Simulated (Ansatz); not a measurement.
# Fe wire along [110], 23 atoms a period: bands along the axis, part 2 of 2

What gap, if any, does the Fe wire along [110], 23 atoms a period have, and how many channels would it open?

Ansatz 0.2.0; DFT PBE, plane waves, PAW; relaxation of a wire's period; PAW set soft_1 (the session's first sound run).

So far. Step 2 (The relaxed wire): The cell's length comes to 3.831 Å with an absolute moment of 63.16 μB a cell.

**3. The perfect wire**

This step: DFT PBE, plane waves, PAW; bands of a perfect wire; PAW set soft_1 (Ansatz 0.2.0).

At the relaxed period the bands are computed along the axis; those that cross an energy going forward count the channels that a perfect wire would open there.

The input, input.yaml:

```yaml
crystal:
  lattice:
    - [15.29, 0.0, 0.0]
    - [0.0, 14.804, 0.0]
    - [0.0, 0.0, 3.8305687237]
  atoms:
    - { symbol: Fe, position: [0.30672208, 0.500015157, 0.0], spin: 2.43 }
    - { symbol: Fe, position: [0.402705278, 0.361724053, 0.0], spin: 2.49 }
    - { symbol: Fe, position: [0.5, 0.232194267, 0.0], spin: 2.53 }
    - { symbol: Fe, position: [0.5, 0.500015157, 0.0], spin: 2.33 }
    - { symbol: Fe, position: [0.597294722, 0.361724053, 0.0], spin: 2.49 }
    - { symbol: Fe, position: [0.69327792, 0.500015157, 0.0], spin: 2.43 }
    - { symbol: Fe, position: [0.215900766, 0.500015157, 0.5], spin: 2.71 }
    - { symbol: Fe, position: [0.304880107, 0.371600403, 0.5], spin: 2.74 }
    - { symbol: Fe, position: [0.304880107, 0.628429911, 0.5], spin: 2.74 }
    - { symbol: Fe, position: [0.407230189, 0.238341427, 0.5], spin: 2.81 }
    - { symbol: Fe, position: [0.403253923, 0.500015157, 0.5], spin: 2.26 }
    - { symbol: Fe, position: [0.407230189, 0.761688887, 0.5], spin: 2.81 }
    - { symbol: Fe, position: [0.5, 0.367049331, 0.5], spin: 2.32 }
    - { symbol: Fe, position: [0.5, 0.632980983, 0.5], spin: 2.32 }
    - { symbol: Fe, position: [0.592769811, 0.238341427, 0.5], spin: 2.81 }
    - { symbol: Fe, position: [0.596746077, 0.500015157, 0.5], spin: 2.26 }
    - { symbol: Fe, position: [0.592769811, 0.761688887, 0.5], spin: 2.81 }
    - { symbol: Fe, position: [0.695119893, 0.371600403, 0.5], spin: 2.74 }
    - { symbol: Fe, position: [0.695119893, 0.628429911, 0.5], spin: 2.74 }
    - { symbol: Fe, position: [0.784099234, 0.500015157, 0.5], spin: 2.71 }
    - { symbol: Fe, position: [0.402705278, 0.638306261, 0.0], spin: 2.49 }
    - { symbol: Fe, position: [0.5, 0.767836047, 0.0], spin: 2.53 }
    - { symbol: Fe, position: [0.597294722, 0.638306261, 0.0], spin: 2.49 }
magnetization:
  spin_polarized: true
kpoints:
  mp_grid: { grid: [1, 1, 21] }
  band_path: { path: ["Γ", Z], npoints: 90 }
scf:
  occupations: { method: fermi_dirac, width: 0.05 }
hamiltonian:
  xc: pbe
  pseudopotentials: { kind: paw, azcp: { folder: soft_1 } }
output:
  dos: { e_range: [-5, 4] }
  write_potential: true
  write_density: true
  volumetric_format: npy
```

Started as:

```sh
$ ansatz run input.yaml --threads 4 --pin off --max-ram 16384MiB --backend cpu --events-out ev --progress --plain --runs-dir out
```

Numbers of over 12 decimals in the logs are rounded to 6 here.

The log of the run:

```text
[...]
Crystal: 23 atoms, lattice volume = 867.061 Å³
Basis set: ecut = 420 eV, 16999 PW (Γ)
Bands: 257, of which v1, the nominal top of the filled ones, is band 184 counted from 1 (183 counted from 0)
Symmetry: 8 space group operations
[...]
k-points: 11 of 21
[...]
Starting moments: Σ|m| = 58.99 μB on 23 of 23 sites
[...]
SCF iter   1: F=—  HF=-103025.825570 eV  |F-HF|=—  |Δ(HF+E_count)|=         —  Δρ=4.21e-2 (↑2.20e-2 ↓4.21e-2)  dr2=7.95e1  dr2_m=5.74e0  M=60.433 μB ∫|m|=61.016 μB  β_m=0.30  ethr=3.10e-3  ⟨swp⟩=8.1  Hψ=26967  notcnv=0  defer=399
[...]
SCF iter  15: F=-103031.629078 eV  HF=-103031.629078 eV  |F-HF|=2.48e-8  |Δ(HF+E_count)|=   8.99e-9  Δρ=9.77e-7 (↑7.15e-7 ↓9.77e-7)  dr2=2.64e-8  dr2_m=9.84e-10  M=60.805 μB ∫|m|=63.166 μB  ethr=1.41e-11  ⟨swp⟩=13.6  Hψ=28079  notcnv=0
SCF 1 converged in 15 iterations: F = -103031.629078 eV  dr2 = 2.64e-8
[...]
WARN: The output density's exchange-correlation potential varies sharply where the density is thin. Do not read a vacuum level from v_tot or v_xc, or from such a field of the output density. On a cell that repeats whose density bears no net charge and no dipole along the vacuum's axis use v_es (v_loc + v_h of the components); under efield.dipole_correction with no amplitude use v_es + v_field, which holds any externa [...]
NSCF: frozen V_eff on 91 k-points
WARN: pass on a band path, mesh or list of k-points: the 91 k-points are solved 46 at a time at the most, because the 14.40 GiB of host memory that the pass is priced against does not hold them all with the solver's workspace as planned. The pass can take longer, above all where fewer k-points are solved at a time than the run has threads. As a rule a larger memory budget leaves room for more at once. The budget is what a run with no `--max-ram-frac` typed is planned for, 0.8 of the host's memory or its container's limit. More memory there lifts it, and so does a share over 0.88 that is typed (of such a share the budget is ten elevenths): [rest of the remark cut]
SCF converged after 15 iterations
Magnetization: 60.8055 μB (214.4027 up, 153.5973 down)
Absolute magnetization: 63.1729 μB (∫|ρ↑−ρ↓|, with the PAW one-centre terms)
[...]
Per-site moments (μB) at R_I (Å): [(2.427487, 0.975864), (2.487744, 1.000905), (2.524997, 0.983845), (2.327267, 0.998257), (2.487744, 1.000905), (2.427487, 0.975864), (2.711332, 0.964310), (2.742096, 0.964310), (2.742096, 0.964310), (2.807572, 0.979852), (2.260204, 0.997432), (2.807572, 0.979852), (2.321602, 0.979852), (2.321602, 0.979852), (2.807572, 0.979852), (2.260204, 0.997432), (2.807572, 0.979852), (2.742096, 0.964310), (2.742096, 0.964310), (2.711332, 0.964310), (2.487744, 1.000905), (2.524997, 0.983845), (2.487744, 1.000905)]
Free energy (F): -103031.629078 eV
[...]
Internal energy: -103031.477539 eV  (E = F + TS)
E sigma→0 (E₀):  -103031.553309 eV
Entropy (-TS):   -0.151540 eV (-6.589 meV/atom)
Fermi energy:    3.027398 eV
[...]
--- Band table (eV; the first three rows and the last of 22) ---
  k-point 0 ↑: bands = [... 180 lower, 1.7633, 1.7731, 1.7732, 1.8198, 1.8619, 1.8824, 1.8904, 1.9058, ... 69 higher]
  k-point 1 ↑: bands = [... 180 lower, 1.7389, 1.7659, 1.7704, 1.8095, 1.8550, 1.8884, 1.8955, 1.9169, ... 69 higher]
  k-point 2 ↑: bands = [... 180 lower, 1.7378, 1.7658, 1.7801, 1.7840, 1.8439, 1.8804, 1.8892, 1.8976, ... 69 higher]
  k-point 10 ↓: bands = [... 180 lower, 4.2564, 4.3557, 4.3581, 4.3875, 4.4507, 4.4702, 4.4986, 4.5085, ... 69 higher]
```

Elapsed: 21 min, on 4 threads of Arm Neoverse V1, shared host; peak memory 10 GiB; 81 min of CPU time.

In the SCF lines HF is the Harris–Foulkes energy and dr2 the Hartree energy of the density residual, in eV; the loop may stop once dr2 is under the threshold and the program's other checks hold. Hψ counts applications of the Hamiltonian.

This step gave:

| Quantity | Value |
| --- | --- |
| energy at zero smearing | -103031.5533 eV |
| total moment | 60.81 μB |
| absolute moment | 63.17 μB |
| band gap | 0 eV |

Between Γ and Z the bands cross the Fermi level 13 times, so a perfect wire would conduct at least 6.5 G₀, with an absolute moment of 63.17 μB a cell.

**4. Summary of results**

| Item | Value |
| --- | --- |
| cell length, PBE | 3.831 Å |
| absolute moment, PBE | 63.2 μB |
| ballistic conductance by band crossings, a lower bound, PBE | 6.5 G₀ |

In words: Under PBE the cell's length is 3.83 Å, the absolute moment is 63.17 μB a cell, and the bands cross the Fermi level 13 times between Γ and Z, which gives a perfect wire at least 6.5 G₀ (opposite crossings within one step of the path cancel in such a count). In the perfect wire the moments were started parallel, and no opposed start was run. No search over magnetic orders was made; another may lie lower.

[Logs are printed without paths, hosts, clocks, repeated set-up lines and the standing remarks that a program may print on its own settings, such as how far it seeks lower states.]

[Hosts, paths, dates, database ids (printed as entryN), source tags and the programs' standing remarks are cut or masked in the printed files.]
